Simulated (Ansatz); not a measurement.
**What HfCdO3 in P4/mbm, a phase reached by a soft mode distorts into**

Which phase does HfCdO3 in P4/mbm, a phase reached by a soft mode fall into along its unstable mode, and how much energy does it gain?

Main program and level: Ansatz 0.2.0; DFT PBEsol, scalar-relativistic, plane waves, PAW; PAW set soft_1.

This is a report of a sequence of runs, with most program output left out.

The structure was built from a prototype and need not be the compound's stable phase.

## Step 1: The starting structure

It takes space group P4/mbm (No. 127, tetragonal). The conventional cell has a = 5.608 Å, b = 5.608 Å, c = 4.027 Å, α = 90.00°, β = 90.00°, γ = 90.00°. Nearest to Cd lie 4 O at 2.41 Å. Nearest to Hf lie 6 O at 2.01 to 2.09 Å. Nearest to O lie 2 Hf at 2.09 Å and 2 Cd at 2.41 Å. Nearest to O lie 2 Hf at 2.01 Å. Farther neighbours and most contacts between anions are not listed.

## Step 2: Linear response at the zone centre

This phase was reached earlier by freezing in an unstable mode of a structure of higher symmetry and relaxing. Its zone-centre modes can show that it is still unstable.

input.yaml reads:

```yaml
crystal:
  lattice:
    - [5.6083914436, 0.0, 0.0]
    - [0.0, 5.6083914436, 0.0]
    - [0.0, 0.0, 4.0265195377]
  atoms:
    - { symbol: Cd, position: [0.5, 0.0, 0.0] }
    - { symbol: Cd, position: [0.0, 0.5, 0.0] }
    - { symbol: Hf, position: [0.0, 0.0, 0.5] }
    - { symbol: Hf, position: [0.5, 0.5, 0.5] }
    - { symbol: O, position: [0.1678270082, 0.6678270082, 0.5] }
    - { symbol: O, position: [0.8321729918, 0.3321729918, 0.5] }
    - { symbol: O, position: [0.3321729918, 0.1678270082, 0.5] }
    - { symbol: O, position: [0.6678270082, 0.8321729918, 0.5] }
    - { symbol: O, position: [0.0, 0.0, 0.0] }
    - { symbol: O, position: [0.5, 0.5, 0.0] }
kpoints:
  mp_grid: { grid: [4, 4, 6] }
hamiltonian:
  xc: pbesol
  pseudopotentials: { kind: paw, azcp: { folder: soft_1 }, xc_functional: pbe }
scf:
  occupations: { method: fixed }
output:
  eigenvalues: true
phonons:
  method: dfpt
  dielectric: true
  rigid_motions: translations
```

Launch:

```sh
$ ansatz run input.yaml --threads 4 --pin off --max-ram 16384MiB --backend cpu --events-out ev --progress --plain --runs-dir out
```

It took 5 min on 4 threads of Arm Neoverse V1, shared host; peak memory 2.3 GiB; 19 min of CPU time.

Numbers from this step:

```
gap on the k-mesh                                       : 1.051 eV
volume per atom                                         : 12.67 Å³
sum-rule residual before enforcement                    : 2.66e-4 eV/Å²
miss of the charge sum rule                             : 0.02122 e
estimated error of the dielectric tensor                : 0.02776
estimated error of the Born charges                     : 0.1505 e
point group                                             : 4/mmm
highest optical mode at the zone centre (no LO-TO term) : 732.2 cm⁻¹
lowest optical zone-centre mode                         : -145.9 cm⁻¹
mean high-frequency dielectric constant                 : 5.864
largest Born charge (third of the trace)                : 5.746 e
top of the zone-centre spectrum with the field          : 787.1 cm⁻¹
```

Patterns of degenerate modes are one choice out of their space. The modes at Γ (shares of kinetic energy by element, %) (negative means imaginary):

| mode | frequency (cm⁻¹) | symmetry | Cd % | Hf % | O % |
| --- | --- | --- | --- | --- | --- |
| 1 | -145.9 | Eu | 13 | 0 | 86 |
| 2 | -145.9 | Eu | 13 | 0 | 86 |
| 3 | -76.5 | Eu | 63 | 1 | 36 |
| 4 | -76.5 | Eu | 63 | 1 | 36 |
| 5 | 0.0 | acoustic | 33 | 53 | 14 |
| 6 | 0.0 | acoustic | 33 | 53 | 14 |
| 7 | 0.0 | acoustic | 33 | 53 | 14 |
| 8 | 79.9 | B1u | 93 | 0 | 7 |
| 9 | 86.2 | Eu | 53 | 21 | 26 |
| 10 | 86.2 | Eu | 53 | 21 | 26 |
| 11 | 97.8 | A1u | 0 | 96 | 4 |
| 12 | 111.2 | A2u | 66 | 30 | 4 |
| 13 | 113.4 | Eu | 17 | 59 | 24 |
| 14 | 113.4 | Eu | 17 | 59 | 24 |
| 15 | 190.5 | Eg | 0 | 0 | 100 |
| 16 | 190.5 | Eg | 0 | 0 | 100 |
| 17 | 200.4 | B1u | 7 | 0 | 93 |
| 18 | 217.4 | A2u | 1 | 14 | 86 |
| 19 | 229.1 | Eu | 10 | 58 | 32 |
| 20 | 229.1 | Eu | 10 | 58 | 32 |
| 21 | 232.9 | Eu | 11 | 6 | 83 |
| 22 | 232.9 | Eu | 11 | 6 | 83 |
| 23 | 398.8 | A1g | 0 | 0 | 100 |
| 24 | 471.3 | B2g | 0 | 0 | 100 |
| 25 | 515.3 | Eu | 0 | 2 | 98 |
| 26 | 515.3 | Eu | 0 | 2 | 98 |
| 27 | 582.2 | B1g | 0 | 0 | 100 |
| 28 | 639.5 | A1u | 0 | 4 | 96 |
| 29 | 643.0 | A2u | 0 | 3 | 97 |
| 30 | 732.2 | A2g | 0 | 0 | 100 |

Displacements in mode 2 (-145.9 cm⁻¹), the largest set to 1:
```
Cd1 -0.04 -0.01  0.00
Cd2 -0.15  0.15  0.00
Hf3 -0.01  0.02  0.00
Hf4 -0.02  0.00  0.00
O5   0.14 -0.16  0.00
O6   0.14 -0.16  0.00
O7  -0.03  0.08  0.00
O8  -0.03  0.08  0.00
O9   0.43 -0.91  0.00
O10  1.00 -0.11  0.00
```

Displacements in mode 18 (217.4 cm⁻¹), the largest set to 1:
```
Cd1  0.00  0.00 -0.04
Cd2  0.00  0.00 -0.04
Hf3  0.00  0.00 -0.17
Hf4  0.00  0.00 -0.17
O5   0.00  0.00  1.00
O6   0.00  0.00  1.00
O7   0.00  0.00  1.00
O8   0.00  0.00  1.00
O9   0.00  0.00  0.23
O10  0.00  0.00  0.23
```

Before it was imposed, the acoustic sum rule was missed by 2.7e-4 eV/Å² and the charge sum rule by 0.021 e. Small misses are needed for a sound result but don't prove that mesh and cutoff are converged. The lowest optical mode is imaginary, 145.9i cm⁻¹, so the energy falls along it.

The log warns of the k mesh: “the force constants stand on the 4×4×6 k-mesh, whose period is 10.60 times the interband length at k = (0.0000, 0.0000, 0.0000), direct gap 1.255 eV, under 14: take them and everything formed from them as unconverged”.

## Step 3: The mode frozen in, largest atomic shift 0 Å

The mode followed lies at Γ with frequency 145.9i cm⁻¹ and is 2-fold degenerate, the softest among the wavevectors solved. At small amplitude the distorted cell has space group no. 38 by a symmetry search on the positions. The undistorted cell that holds it gives the zero of energy on the same k mesh.

input.yaml: that of step 2 with these lines changed.

```diff
@@ -22,8 +22,6 @@
 scf:
-  occupations: { method: fixed }
+  occupations: { method: gaussian, width: 0.02 }
 output:
+  forces: true
+  stress: true
   eigenvalues: true
-phonons:
-  method: dfpt
-  dielectric: true
-  rigid_motions: translations
```

Run time: 4.6 s. Hardware: 4 threads; peak memory 0.61 GiB.

This step gave:

```yaml
pressure: -0.003709 GPa
energy_from_the_undistorted_cell: 0 meV/atom
```

At this level the gap is 1.05 eV on the k-mesh of the self-consistent run, which can miss the band edges.

## Step 4: The mode frozen in, largest atomic shift 0.32 Å

The atoms are moved along the unstable eigenvector, the largest shift by 0.32 Å, with the cell fixed.

input.yaml reads:

```yaml
crystal:
  lattice:
    - [5.6083914436, 0.0, 0.0]
    - [0.0, 5.6083914436, 0.0]
    - [0.0, 0.0, 4.0265195377]
  atoms:
    - { symbol: Cd, position: [0.5006953221, -0.0006953221, 0.0] }
    - { symbol: Cd, position: [0.0086291952, 0.4913708048, 0.0] }
    - { symbol: Hf, position: [0.0002752595, -0.0010909297, 0.5] }
    - { symbol: Hf, position: [0.5010909297, 0.4997247405, 0.5] }
    - { symbol: O, position: [0.1592844915, 0.6763695249, 0.5] }
    - { symbol: O, position: [0.8236304751, 0.3407155085, 0.5] }
    - { symbol: O, position: [0.3355623786, 0.1644376214, 0.5] }
    - { symbol: O, position: [0.671216395, 0.828783605, 0.5] }
    - { symbol: O, position: [-0.0155562723, 0.0548957605, 0.0] }
    - { symbol: O, position: [0.4451042395, 0.5155562723, 0.0] }
kpoints:
  mp_grid: { grid: [4, 4, 6] }
hamiltonian:
  xc: pbesol
  pseudopotentials: { kind: paw, azcp: { folder: soft_1 }, xc_functional: pbe }
scf:
  occupations: { method: gaussian, width: 0.02 }
output:
  forces: true
  stress: true
  eigenvalues: true
  write_density: true
  write_potential: true
  elf: true
  volumetric_format: npy
```

It took 12 s on 4 threads; peak memory 0.6 GiB; 46 s of CPU time.

This step gave:

```
pressure                         : -0.9146 GPa
gap on the k-mesh                : 1.063 eV
energy from the undistorted cell : -6.019 meV/atom
```

The energy, extrapolated to zero smearing, is -6.02 meV/atom against the undistorted cell.

The run ends at a pressure of -0.91 GPa, with forces up to 0.36 eV/Å.

## Step 5: Energy along the mode, all amplitudes (two of the runs are shown above)

An imaginary frequency means negative curvature, so the energy should fall and then rise again as anharmonic terms take over.

Numbers from this step:

| Quantity | Value |
| --- | --- |
| depth at the lowest point sampled | 6.019 meV/atom |
| largest atomic shift at that point | 0.32 Å |

Energy from the parent against largest atomic shift:

| largest atomic shift (Å) | energy from the parent (meV/atom) |
| --- | --- |
| 0.000 | 0 |
| 0.040 | -0.241 |
| 0.080 | -0.932 |
| 0.140 | -2.59 |
| 0.220 | -5.06 |
| 0.320 | -6.02 |
| 0.450 | 3.07 |
| 0.600 | 43.4 |

Displacement at unit largest shift by atom:

| atom | x (Å) | y (Å) | z (Å) | size |
| --- | --- | --- | --- | --- |
| Cd1 | 0.012 | -0.012 | 0.000 | 0.017 |
| Cd2 | 0.151 | -0.151 | 0.000 | 0.214 |
| Hf3 | 0.005 | -0.019 | 0.000 | 0.020 |
| Hf4 | 0.019 | -0.005 | 0.000 | 0.020 |
| O5 | -0.150 | 0.150 | 0.000 | 0.212 |
| O6 | -0.150 | 0.150 | 0.000 | 0.212 |
| O7 | 0.059 | -0.059 | 0.000 | 0.083 |
| O8 | 0.059 | -0.059 | 0.000 | 0.083 |
| O9 | -0.273 | 0.962 | 0.000 | 1.000 |
| O10 | -0.962 | 0.273 | 0.000 | 1.000 |

The lowest of the steps tried is at 0.32 Å, 6.02 meV/atom below the parent; the bottom of the well need not coincide with a step.

## Step 6: Relaxation from the frozen mode

Starting from the lowest point found, all atoms and the cell are let go, so that strain and other modes of the same symmetry can join in.

input.yaml: that of step 4 with these lines changed.

```diff
@@ -22,3 +22,3 @@
 scf:
-  occupations: { method: gaussian, width: 0.02 }
+  occupations: { method: fixed }
 output:
@@ -27,5 +27,6 @@
   eigenvalues: true
-  write_density: true
-  write_potential: true
-  elf: true
-  volumetric_format: npy
+relax:
+  adjacent_minimum: "off"
+  f_tol: 0.002
+  max_steps: 120
+  cell: { stress_tol: 0.03 }
```

Wall time 2.9 min (4 threads); peak memory 0.7 GiB; 11 min of CPU time.

The steps of the relaxation:

| step | energy less that of the first step (eV) | largest force component (eV/Å) | pressure (GPa) | volume (Å³) |
| --- | --- | --- | --- | --- |
| 1 | 0.0000 | 0.2582 | -0.91 | 126.65 |
| 2 | -0.0451 | 0.1687 | 0.09 | 126.81 |
| 3 | -0.0524 | 0.1014 | 0.08 | 126.72 |
| 4 | -0.0543 | 0.0980 | -0.04 | 126.77 |
| 5 | -0.0558 | 0.0705 | -0.04 | 126.80 |
| 6 | -0.0565 | 0.0217 | -0.04 | 126.84 |
| 7 | -0.0566 | 0.0180 | -0.05 | 126.86 |
| 8 | -0.0573 | 0.0284 | 0.17 | 126.79 |
| 9 | -0.0378 | 0.1392 | 0.61 | 127.02 |
| 10 | -0.0584 | 0.0219 | 0.08 | 126.94 |
| 11 | -0.0575 | 0.0629 | -0.05 | 127.21 |
| 12 | -0.0589 | 0.0187 | -0.02 | 127.04 |
| 13 | -0.0591 | 0.0240 | 0.04 | 127.11 |
| 14 | -0.0593 | 0.0026 | -0.02 | 127.13 |
| 15 | -0.0593 | 0.0008 | 0.00 | 127.12 |
| 16* | -0.0616 | 0.0020 | 0.03 | 127.12 |
| 17 | -0.0616 | 0.0030 | 0.02 | 127.13 |
| 18 | -0.0615 | 0.0007 | -0.01 | 127.15 |
| 19* | -0.0617 | 0.0006 | -0.01 | 127.15 |

Relaxation steps marked * repeat the geometry before them on a plane-wave basis chosen anew for their cell, so energy and pressure can jump there. Relaxation steps 9, 11 were tried and not accepted.

The run keeps the 4 symmetry operations that it works with, so distortions that break them were not tested.

| conventional cell, symmetrised | before | after | change |
| --- | --- | --- | --- |
| a (Å) | 4.027 | 3.971 | -1.4 % |
| b (Å) | 7.931 | 7.984 | +0.7 % |
| c (Å) | 7.931 | 8.022 | +1.1 % |
| volume (Å³/atom) | 12.67 | 12.72 | +0.4 % |

The atoms that moved most (Å, as changes of fractional coordinates times the final cell):

| atom | dx | dy | dz | length |
| --- | --- | --- | --- | --- |
| Cd1 | -0.120 | 0.120 | 0.000 | 0.170 |
| Cd2 | 0.102 | -0.102 | 0.000 | 0.145 |
| O10 | -0.008 | -0.119 | 0.000 | 0.119 |
| O9 | 0.119 | 0.008 | 0.000 | 0.119 |
| O7 | -0.032 | 0.032 | 0.000 | 0.045 |
| O8 | -0.027 | 0.027 | 0.000 | 0.038 |
| Hf3 | -0.034 | -0.013 | 0.000 | 0.037 |
| Hf4 | 0.013 | 0.034 | 0.000 | 0.037 |

Final coordinates:

```cif
data_structure
_symmetry_space_group_name_H-M 'P 1'
_symmetry_Int_Tables_number 1
_cell_length_a 5.6590
_cell_length_b 5.6590
_cell_length_c 3.9706
_cell_angle_alpha 90.000
_cell_angle_beta 90.000
_cell_angle_gamma 90.275
_cell_volume 127.15
loop_
_atom_site_label
_atom_site_type_symbol
_atom_site_fract_x
_atom_site_fract_y
_atom_site_fract_z
_atom_site_occupancy
Cd1 Cd 0.47947 0.02053 0.00000 1
Cd2 Cd 0.02667 0.47333 0.00000 1
Hf3 Hf 0.99419 0.99656 0.50000 1
Hf4 Hf 0.50344 0.50581 0.50000 1
O5 O 0.16132 0.68065 0.50000 1
O6 O 0.81935 0.33868 0.50000 1
O7 O 0.33000 0.17000 0.50000 1
O8 O 0.66642 0.83358 0.50000 1
O9 O 0.00540 0.05633 0.00000 1
O10 O 0.44367 0.49460 0.00000 1
```

This step gave:

```
pressure          : -0.005405 GPa
gap on the k-mesh : 1.240 eV
volume per atom   : 12.72 Å³
```

The distorted start has space group Amm2; the relaxation ends in Amm2.

## Step 7: The new phase in its own primitive cell

The relaxed structure is symmetrised, reduced to its primitive cell and relaxed tightly, as its phonons need.

input.yaml reads:

```yaml
crystal:
  lattice:
    - [3.9705746667, 0.0, 0.0]
    - [0.0, 3.9919156533, 4.0111018194]
    - [0.0, -3.9919156533, 4.0111018194]
  atoms:
    - { symbol: Cd, position: [0.0, 0.9794745251, 0.9794745251] }
    - { symbol: Cd, position: [0.0, 0.5266703333, 0.5266703333] }
    - { symbol: Hf, position: [0.5, 0.4941859694, 0.0034375534] }
    - { symbol: Hf, position: [0.5, 0.0034375534, 0.4941859694] }
    - { symbol: O, position: [0.5, 0.6613243315, 0.3193512787] }
    - { symbol: O, position: [0.5, 0.3193512787, 0.6613243315] }
    - { symbol: O, position: [0.5, 0.83000342, 0.83000342] }
    - { symbol: O, position: [0.5, 0.1664178852, 0.1664178852] }
    - { symbol: O, position: [0.0, 0.5053969793, 0.9436701381] }
    - { symbol: O, position: [0.0, 0.9436701381, 0.5053969793] }
kpoints:
  mp_grid: { grid: [6, 4, 4] }
hamiltonian:
  xc: pbesol
  pseudopotentials: { kind: paw, azcp: { folder: soft_1 }, xc_functional: pbe }
scf:
  occupations: { method: fixed }
output:
  forces: true
  stress: true
  eigenvalues: true
relax:
  adjacent_minimum: "off"
  f_tol: 0.001
  max_steps: 60
  cell: { stress_tol: 0.01 }
```

The job ended after 29 s (4 threads; peak memory 0.64 GiB).

Little changed from the start: no atom moved by 0.005 Å and no cell edge by 0.1 %.

Numbers from this step:

* pressure: 2.31e-4 GPa
* volume per atom: 12.71 Å³
* direct gap on mesh: 1.466 eV

The largest force component left is 0.40 meV/Å and the pressure is 0.000 GPa, within the tolerances set. The cell now holds 12.71 Å³/atom.

(Part 1 of 2 ends here.)

[Logs are printed without paths, hosts, clocks, repeated set-up lines and the standing remarks that a program may print on its own settings, such as how far it seeks lower states.]

[Hosts, paths, dates, database ids (printed as entryN), source tags and the programs' standing remarks are cut or masked in the printed files.]
